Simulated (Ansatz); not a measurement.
# Elastic response of random rock-salt alloy of LiF and LiH (64 atoms): runs compared

How stiff is random rock-salt alloy of LiF and LiH (64 atoms), and how do its levels respond to strain?

Computed with Ansatz 0.2.0: Kohn-Sham DFT, PBE, PAW (set soft_2), plane waves.

## 1. The cell as built

The cell holds 64 atoms: 32 Li, 24 H and 8 F. Cell: a = 8.138 Å, b = 8.138 Å, c = 8.138 Å, α = 90.0°, β = 90.0°, γ = 90.0°. It derives from LiF and LiH. Rock-salt LiF, 2 x 2 x 2 conventional cells, 24 of 32 F sites given to H at random (x = 0.750), lattice by Vegard's rule (a = 4.069 Å); not relaxed, displaced by a Gaussian of 0.02 Å.

What the set-up can't give: Only the Γ point is sampled.

## 2. The reference run

The reference is a single point at the end of the relaxation.

Every strained cell starts from the geometry of this run, and its atoms are relaxed with the cell held.

Its input, with most atom lines left out:

```yaml
crystal:
  lattice:
    - [8.11635, 5.0e-05, 0.00038]
    - [5.0e-05, 8.08325, -0.00208]
    - [0.00038, -0.00208, 8.13051]
  atoms:
    - { symbol: Li, position: [0.0003, 0.99975, 0.99946] }
    - { symbol: H, position: [0.2497, 0.99958, 0.99953] }
    - { symbol: Li, position: [0.99984, 0.24899, 0.25003] }
    - { symbol: F, position: [0.2493, 0.24953, 0.24904] }
    - { symbol: Li, position: [0.24999, 0.99959, 0.24896] }
    - { symbol: H, position: [0.99978, 0.99934, 0.24846] }
    - { symbol: Li, position: [0.24968, 0.24997, 0.99983] }
    [... atom lines 8 to 64 left out ...]
kpoints:
  mp_grid: { grid: [1, 1, 1] }
hamiltonian:
  xc: pbe
scf:
  occupations: { method: fixed }
output:
  forces: true
  stress: true
  populations: true
  dos:
    method: { smearing: { sigma: 0.08 } }
    de: 0.1
    projected: { site_lists: { F: [F], H: [H], Li: [Li] } }
  eigenvalues: true
  write_density: true
  write_potential: true
  volumetric_format: npy
```

* free energy per atom: -210.0166 eV/atom
* r.m.s. force component: 0.00607 eV/Å
* pressure: -0.01424 GPa

Filled and empty levels are parted by 4.10 eV at Γ alone; the mesh holds the band edges only if they fold onto it, so the gap at this level can be narrower or closed, while semilocal functionals tend to narrow gaps against experiment.

## 3. The runs

Each row is one run, on 4 threads of Arm Neoverse V1, shared host. The free energy is the program's total, comparable only between runs with the same functional, potentials and atoms.

```csv
run,atoms,outcome,"ionic steps, all passes",free energy (eV),time,host memory (GiB)
Single point at the start,64,converged,-,-13440.912,2.4 s,0.55
Cell and atoms relaxed,64,converged,4,-13441.062,7.8 s,0.57
Single point at the relaxed geometry,64,converged,-,-13441.062,3.4 s,0.57
Volume -3 %,64,converged,2,-13440.993,4.8 s,0.55
Volume +3 %,64,converged,2,-13441.007,5 s,0.59
Volume -6 %,64,converged,2,-13440.791,5.2 s,0.55
Volume +6 %,64,converged,2,-13440.830,5.2 s,0.60
Volume -10 %,64,converged,3,-13440.255,7.7 s,0.55
Stretched by 1 % along x,64,converged,2,-13441.051,4.9 s,0.58
Compressed by 1 % along x,64,converged,2,-13441.051,5 s,0.58
Sheared by 2 % in xy,64,converged,2,-13441.031,4.8 s,0.58
```

In some runs the program notes that the SCF threshold is loose for the stress.

## 4. Pressure against volume

Atoms are relaxed at each volume, in the scaled cell.

| volume change (%) | volume (Å³/atom) | energy change (meV/atom) | pressure (GPa) | largest move on relaxing (Å) | bonds | gap (eV) |
| --- | --- | --- | --- | --- | --- | --- |
| -10 | 7.501 | 12.62 | 5.28 | 0.03 | 192 | 4.13 |
| -6 | 7.835 | 4.24 | 2.90 | 0.01 | 192 | 4.13 |
| -3 | 8.085 | 1.07 | 1.35 | 0.00 | 192 | 4.12 |
| +0 | 8.335 | 0.00 | -0.01 | - | 192 | 4.10 |
| +3 | 8.585 | 0.87 | -1.21 | 0.00 | 192 | 4.09 |
| +6 | 8.835 | 3.63 | -2.24 | 0.00 | 192 | 4.07 |

## 5. Uniaxial strain and shear

Stress (GPa, compression positive) less that of the relaxed cell, atoms relaxed:

| strain | xx | yy | zz | xy | energy change (meV/atom) |
| --- | --- | --- | --- | --- | --- |
| stretched by 1 % along x | -0.752 | -0.235 | -0.239 | 0.000 | 0.18 |
| compressed by 1 % along x | 0.835 | 0.243 | 0.248 | 0.000 | 0.17 |
| sheared by 2 % in xy | 0.014 | 0.013 | -0.016 | -0.964 | 0.49 |

## 6. Findings

The bulk modulus, from the slope of pressure against ln V over the three points nearest the relaxed volume, is 42.6 GPa; a quadratic over all points gives a pressure derivative of about 3.5. The gap goes from 4.13 eV at the smallest volume to 4.07 eV at the largest, -0.4 eV per unit of ln V by a straight line, on the run's k-points. In the Cartesian axes of the cell, finite differences give C11 = 79.3, C12 = 23.9, C13 = 24.4 and C66 = 48.2 GPa (the shear of 2 % is the engineering strain, εxy = 0.01). The mean of C11, C12 and C13, which equals the bulk modulus in a cubic or isotropic solid, is 42.5 GPa: it agrees with the bulk modulus within 10 %.

Caveats: Strains are finite and relaxations stop at the force tolerance of the input, which can leave moduli too stiff; they are those of a static cell at zero temperature. Volumes are changed with the cell's shape held, so in an anisotropic solid the modulus lies over the one under free hydrostatic load. The program notes that the SCF threshold of the relaxations is loose for the stress. The host structure and its lattice constant were typed by rule, without a check against the phase diagram.

The DFT runs together took 56 s of wall time.

[Logs are printed without paths, hosts, clocks, repeated set-up lines and the standing remarks that a program may print on its own settings, such as how far it seeks lower states.]

[Hosts, paths, dates, database ids (printed as entryN), source tags and the programs' standing remarks are cut or masked in the printed files.]
